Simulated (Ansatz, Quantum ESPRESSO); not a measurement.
# YHf (Pm-3m): phonons by linear response, part 4 of 4

How does YHf (Pm-3m) vibrate, and is this structure a minimum?

Quantum ESPRESSO 7.5; DFT LDA, scalar-relativistic, plane waves, JTH PAW pseudopotentials.

So far, lowest frequency on the path (cm⁻¹): step 7 (interpolated phonon bands) -93.6; step 12 (without ASR) -93.5; step 13 (amass(1) 178.49, amass(2) 177.812) -86.3.

The structure was built from a prototype and need not be the compound's stable phase.

### Step 14. The same in Ansatz

The same cell goes through another code, with its own cutoff. The potentials differ. Its k mesh is centred on Γ.

This step: DFT LDA, scalar-relativistic, plane waves, PseudoDojo norm-conserving pseudopotentials (Ansatz 0.2.0).

input.yaml reads:

```yaml
crystal:
  lattice:
    - [3.647002944, 0.0, 0.0]
    - [0.0, 3.647002944, 0.0]
    - [0.0, 0.0, 3.647002944]
  atoms:
    - { symbol: Hf, position: [0.0, 0.0, 0.0] }
    - { symbol: "Y", position: [0.5, 0.5, 0.5] }
kpoints:
  mp_grid: { grid: [8, 8, 8] }
hamiltonian:
  xc: lda
  pseudopotentials: { kind: nc, accuracy: standard }
scf:
  occupations: { method: gaussian, width: 0.27211 }
output:
  eigenvalues: true
phonons:
  method: dfpt
  qmesh: [2, 2, 2]
  temperatures: { t_max: 1000, t_step: 50 }
  qpath:
    path:
      - [[0.0, 0.0, 0.0], [0.0, 0.5, 0.0], [0.5, 0.5, 0.0], [0.0, 0.0, 0.0], [0.5, 0.5, 0.5], [0.0, 0.5, 0.0]]
      - [[0.5, 0.5, 0.5], [0.5, 0.5, 0.0]]
    npoints: 12
```

Launch:

```bash
$ ansatz run input.yaml --threads 4 --pin off --max-ram 8192MiB --backend cpu --events-out ev --progress --plain --runs-dir out
```

The program printed:

```text
Engine: ansatz 0.2.0, aarch64-unknown-linux-gnu
Pseudopotentials: kind: nc
Pseudopotential: Hf, nc, valence charge 12, recommended cutoff 789.130201 eV (normal), Hf.nc.azcp (PseudoDojo's, or run here from an input of PseudoDojo's; its table is named by hamiltonian.pseudopotentials.accuracy)
Pseudopotential: Y, nc, valence charge 11, recommended cutoff 979.609905 eV (normal), Y.nc.azcp (PseudoDojo's, or run here from an input of PseudoDojo's; its table is named by hamiltonian.pseudopotentials.accuracy)
Functional definition: SPW92
  exchange = slater_x
  correlation = pw_c
Crystal: 2 atoms, lattice volume = 48.507 Å³
Basis set: ecut = 979.609905 eV, 3407 PW (Γ), exchange–correlation on 80×80×80 points (8 copies of the dense FFT grid, shifted against one another)
Bands: 16, of which v1, the nominal top of the filled ones, is band 12 counted from 1 (11 counted from 0)
Symmetry: 48 space group operations
k-points: 35 of 512
Non-local potential: Hf, projectors of the file, l = 0: 2, l = 1: 2, l = 2: 2, l = 3: 2
Non-local potential: Y, projectors of the file, l = 0: 2, l = 1: 2, l = 2: 2
Initial density: superposition of atomic densities (chi_scale 0.1, normalization cell, long waves kept (reshape's long-wave potential 0.00 eV rms))
Initial wavefunctions: pseudopotential atomic-orbital guess
Functional: x = slater, c = lda
SCF iter   1: F=—  HF=-2647.327804 eV  |F-HF|=—  |Δ(HF+E_count)|=         —  Δρ=2.64e-2  dr2=6.74e-1  ethr=3.10e-3  ⟨swp⟩=5.8  Hψ=2798  notcnv=0
preconditioner: auto → none  [metal: Δε(μ)=0.020 eV  Ē_g=3.720 eV  σ=0.272 eV  W_gap=0.04  n_scr=6 (ndim 8)  ℏωp=14.1 eV  f_vac=0.000  D(μ)=3.77/eV (n_scr^D=32)  sad-step TF]
SCF iter   2: F=—  HF=-2647.170908 eV  |F-HF|=—  |Δ(HF+E_count)|=   1.57e-1  Δρ=1.39e-2  dr2=1.57e-1  ethr=2.93e-3  ⟨swp⟩=1.8  Hψ=980  notcnv=0  defer=2
SCF iter   3: F=—  HF=-2647.127630 eV  |F-HF|=—  |Δ(HF+E_count)|=   4.33e-2  Δρ=4.17e-3  dr2=2.08e-2  ethr=6.81e-4  ⟨swp⟩=2.7  Hψ=970  notcnv=0  defer=2
SCF iter   4: F=—  HF=-2647.122292 eV  |F-HF|=—  |Δ(HF+E_count)|=   5.34e-3  Δρ=8.27e-4  dr2=2.01e-4  ethr=9.04e-5  ⟨swp⟩=2.2  Hψ=789  notcnv=0  defer=2
SCF iter   5: F=—  HF=-2647.122207 eV  |F-HF|=—  |Δ(HF+E_count)|=   8.47e-5  Δρ=1.82e-4  dr2=1.98e-5  ethr=8.72e-7  ⟨swp⟩=3.0  Hψ=1092  notcnv=0  defer=2
SCF iter   6: F=—  HF=-2647.122204 eV  |F-HF|=—  |Δ(HF+E_count)|=   3.64e-6  Δρ=2.84e-5  dr2=4.51e-7  ethr=8.60e-8  ⟨swp⟩=2.3  Hψ=852  notcnv=0  defer=2
SCF iter   7: F=—  HF=-2647.122202 eV  |F-HF|=—  |Δ(HF+E_count)|=   1.84e-6  Δρ=3.73e-6  dr2=8.31e-9  ethr=1.96e-9  ⟨swp⟩=2.6  Hψ=1022  notcnv=0  defer=3
SCF iter   8: F=—  HF=-2647.122202 eV  |F-HF|=—  |Δ(HF+E_count)|=   1.61e-9  Δρ=4.17e-7  dr2=5.83e-11  ethr=3.61e-11  ⟨swp⟩=2.5  Hψ=1036  notcnv=0  defer=3
SCF iter   9: F=-2647.122202 eV  HF=-2647.122202 eV  |F-HF|=4.09e-12  |Δ(HF+E_count)|=  3.59e-11  Δρ=9.84e-8  dr2=4.79e-12  ethr=1.00e-12  ⟨swp⟩=11.8  Hψ=4019  notcnv=0
SCF 1 converged in 9 iterations: F = -2647.122202 eV  dr2 = 4.79e-12
phonons: the bands overlap, so this run is a metal and interpolates without the dipole-dipole term. If the crystal is really an insulator or semiconductor, its LO-TO splitting is missing
NSCF: frozen V_eff on 35 k-points
NSCF: frozen V_eff on 75 k-points
DFPT response loops at q = (0, 0, 0) (fractional): preconditioner auto → Kerker (q_TF=auto, 2.409 Å⁻¹) (partly filled bands, converged f_vac=0.000); β = 1.00, the filter's whole step (`scf.mixing.beta` (0.50) is not read by the response loops under this deck's `scf.mixing.preconditioner`; to damp them name `kerker` or `kerker_dos`, under which they read `scf.mixing.beta`, and type it under 1.00, their step now; both keys bind the ground state too); Broyden in place of MSR1
NSCF: frozen V_eff on 250 k-points
DFPT response loops at q = (0, 0, -0.5) (fractional): mixed as the last ones told, above
NSCF: frozen V_eff on 250 k-points
DFPT response loops at q = (0, -0.5, -0.5) (fractional): mixed as the last ones told, above
NSCF: frozen V_eff on 150 k-points
DFPT response loops at q = (-0.5, -0.5, -0.5) (fractional): mixed as the last ones told, above
SCF converged after 9 iterations
Free energy (F): -2647.122202 eV
Harris-Foulkes:  -2647.122202 eV  (|F-HF|=4.09e-12)
Internal energy: -2646.985415 eV  (E = F + TS)
E sigma→0 (E₀):  -2647.053808 eV
Entropy (-TS):   -0.136787 eV (-68.394 meV/atom)
Fermi energy:    12.984223 eV
--- Per-component energies (eV) ---
  E_band       = -233.086007
  E_kinetic    = 713.022228
  E_local      = -1392.101675  (includes V_loc(G=0)·N_el)
  E_nonlocal   = 183.836702
  E_hartree    = 351.766924
  E_xc         = -601.204391
  E_vxc        = -441.377096  (∫ρ·V_xc dr)
  E_ewald      = -1902.305203
  E_smearing   = -0.136787  (= −TS)
  E_closure    = -0.000000  (closes the sum)
  Σ components = -2647.122202   (vs F -2647.122202, Δ=0.00e0)
--- Band table (eV; the first three rows and the last of 35) ---
  k-point 0: bands = [... 8 lower, 6.9883, 10.6782, 10.6782, 14.5738, 14.5738, 14.5738, 17.3212, 17.3212]
  k-point 1: bands = [... 8 lower, 7.2648, 10.8283, 10.8721, 14.5148, 14.5148, 14.6977, 16.8124, 17.4816]
  k-point 2: bands = [... 8 lower, 8.0390, 11.2661, 11.2718, 14.4212, 14.4212, 15.0558, 15.6576, 16.7670]
  k-point 34: bands = [... 8 lower, 12.5966, 12.5966, 12.5966, 12.7631, 12.7631, 12.7631, 17.3238, 17.4640]
--- Phonons (Γ-DFPT): 2 representative perturbations + reference (Σ response iterations 5) ---
  ASR residual: 2.323e-4 → 0.000e0 eV/Å²; symmetrization residual: 7.823e-6 eV/Å²
  ASR residual per site (eV/Å²): 6.17e-5 2.32e-4
  Γ frequencies (cm⁻¹): 0.00 0.00 0.00 147.59 147.59 147.59
--- Phonons (arbitrary-q DFPT): 4 irreducible q on the 2×2×2 mesh ---
  q = [0.0000, 0.0000, 0.0000] (star 1, of the zone-centre solve; hermiticity 3.29e-6, symmetrization 2.04e-14): -0.00 0.00 0.00 147.59 147.59 147.59
  q = [0.0000, 0.0000, -0.5000] (star 3, 4 solved perturbations in 400 linear systems a pass and spin channel, the states on 125 of 512 k-point pairs; hermiticity 2.45e-13, symmetrization 1.97e-13, the responses' own estimated error 2.2e-4 eV/Å²): -23.14 77.30 77.30 102.27 102.27 121.59
  q = [0.0000, -0.5000, -0.5000] (star 3, 4 solved perturbations in 400 linear systems a pass and spin channel, the states on 125 of 512 k-point pairs; hermiticity 1.84e-7, symmetrization 1.31e-13, the responses' own estimated error 2.1e-4 eV/Å²): -93.71 -93.71 77.94 90.97 136.19 136.19
  q = [-0.5000, -0.5000, -0.5000] (star 1, 2 solved perturbations on 75 of 512 k-point pairs; hermiticity 1.42e-12, symmetrization 1.77e-12, the responses' own estimated error 1.8e-4 eV/Å²): -59.83 -59.83 -59.83 89.51 89.51 89.51
  sum rule: each row above includes the acoustic sum rule's correction from the zone centre's row sums; it moved no ω² by more than (0.84 cm⁻¹)²
  mesh force constants: q→R imaginary residual 4.31e-17; ASR residual 2.323e-4 → 0.000e0 eV/Å²; symmetrization residual 3.997e-15 eV/Å²
  interpolated dispersion: 74 rows × 6 modes
  density of states and harmonic sums: on the 18×18×18 q-mesh, interpolated from the force constants of a 2×2×2 supercell (no non-analytic term)
  largest difference from the sums on the solved wave vectors: F 8.23e-2 eV, S 9.96e-5 and C_V 2.25e-5 eV/K
  zero-point energy: 0.026444 eV/cell   skipped modes (ω ≤ 0): 377, of them read as no rigid motion or as one in doubt: 374 (1.675e0 modes/cell left out, lowest -93.71 cm⁻¹)   left out of the sums: 2.79e-1 of the cell's modes: C_V's classical limit lies that fraction below 3 k_B per atom; for a crystal, a wire or a layer, F and S can be off by more, and a phonons.interpolated_qmesh denser along its periods is the remedy for the sampling
```

The job ended after 52 s (4 threads of Arm Neoverse V1, shared host; peak memory 1 GiB; 3.4 min of CPU time).

This step gave:

| Property | Result |
| --- | --- |
| sum-rule residual before enforcement | 2.32e-4 eV/Å² |
| lowest frequency on the path | -93.71 cm⁻¹ |
| share of modes beyond 3i cm⁻¹ on the dense interpolated mesh | 0.2818 |
| highest optical zone-centre mode (no LO-TO term) | 147.6 cm⁻¹ |
| lowest optical zone-centre mode | 147.6 cm⁻¹ |
| lowest mode on the q mesh (acoustic ones at the zone centre apart) | -93.71 cm⁻¹ |

### Step 15. The two compared: QE JTH and Ansatz, PseudoDojo

Worked out from the results:

```yaml
root_mean_square_difference: 1.34 cm⁻¹
largest_difference: 5.01 cm⁻¹
root_mean_square_difference_on_the_path: 1 cm⁻¹
largest_difference_on_the_path: 4.9 cm⁻¹
```

The 12 of 21 modes that differ most. Frequencies side by side:

| q (reciprocal lattice) | mode | QE JTH (cm⁻¹) | Ansatz, PseudoDojo (cm⁻¹) |
| --- | --- | --- | --- |
| 0 0 0 | 4 | 148.4 | 147.6 |
| 0 0 0 | 5 | 148.4 | 147.6 |
| 0 0 0 | 6 | 148.4 | 147.6 |
| 0 0 -0.5 | 1 | -18.13 | -23.14 |
| 0 0 -0.5 | 4 | 103 | 102.3 |
| 0 0 -0.5 | 5 | 103 | 102.3 |
| 0 -0.5 -0.5 | 5 | 137.1 | 136.2 |
| 0 -0.5 -0.5 | 6 | 137.1 | 136.2 |
| -0.5 -0.5 -0.5 | 1 | -58.41 | -59.83 |
| -0.5 -0.5 -0.5 | 2 | -58.41 | -59.83 |
| -0.5 -0.5 -0.5 | 3 | -58.41 | -59.83 |
| -0.5 -0.5 -0.5 | 4 | 90.07 | 89.51 |

At the solved wavevectors the largest difference (acoustic modes at Γ apart) is 3 % of the highest mode, but 28 % of the mode at 18i cm⁻¹ on which it sits.

### Step 16. What came out

- space group after relaxation: Pm-3m
- volume per atom: 24.3 Å³
- highest optical zone-centre mode (no LO-TO term): 148.4 cm⁻¹
- q mesh: 2×2×2
- lowest mode on the q mesh (acoustic ones at the zone centre apart): -93.5 cm⁻¹
- imaginary modes on the q mesh: yes
- largest difference from Ansatz, PseudoDojo: 5.01 cm⁻¹

YHf (Pm-3m) is unstable: a mode solved on the 2×2×2 mesh is imaginary, 94i cm⁻¹; its spectrum reaches 148 cm⁻¹. At the LDA level the optical modes of YHf (Pm-3m) at the zone centre lie at 148 cm⁻¹. The most unstable solved mode lies at q = (0, -0.5, -0.5), on the zone boundary, so the distortion that it points to doubles the cell. QE JTH and Ansatz, PseudoDojo differ by 1.3 cm⁻¹ in the root mean square and by 5.0 cm⁻¹ at most, 3.4 % of the highest mode compared (acoustic modes at Γ left out; ph.x's values are those before the sum rule); the two use different potentials, and the cell was not relaxed for the second set. These are harmonic frequencies at zero temperature: anharmonic shifts and linewidths and thermal expansion are left out. Spin-orbit coupling is left out, which can matter for the heavy elements here. In a metal the frequencies hang on the k mesh and the smearing, most of all near Kohn anomalies. The runs are without spin polarisation, although the cell has an odd electron count or an open d or f shell, so a magnetic state was not tested. The q mesh stands for a supercell only 7.3 Å across, so branches between the solved wavevectors are rough. The structure is a hypothetical one, built on a prototype.

[Host names and launcher messages were left out of these logs when they were recorded.]

[Logs are printed without paths, hosts, clocks, repeated set-up lines and the standing remarks that a program may print on its own settings, such as how far it seeks lower states.]

[Hosts, paths, dates, database ids (printed as entryN), source tags and the programs' standing remarks are cut or masked in the printed files.]
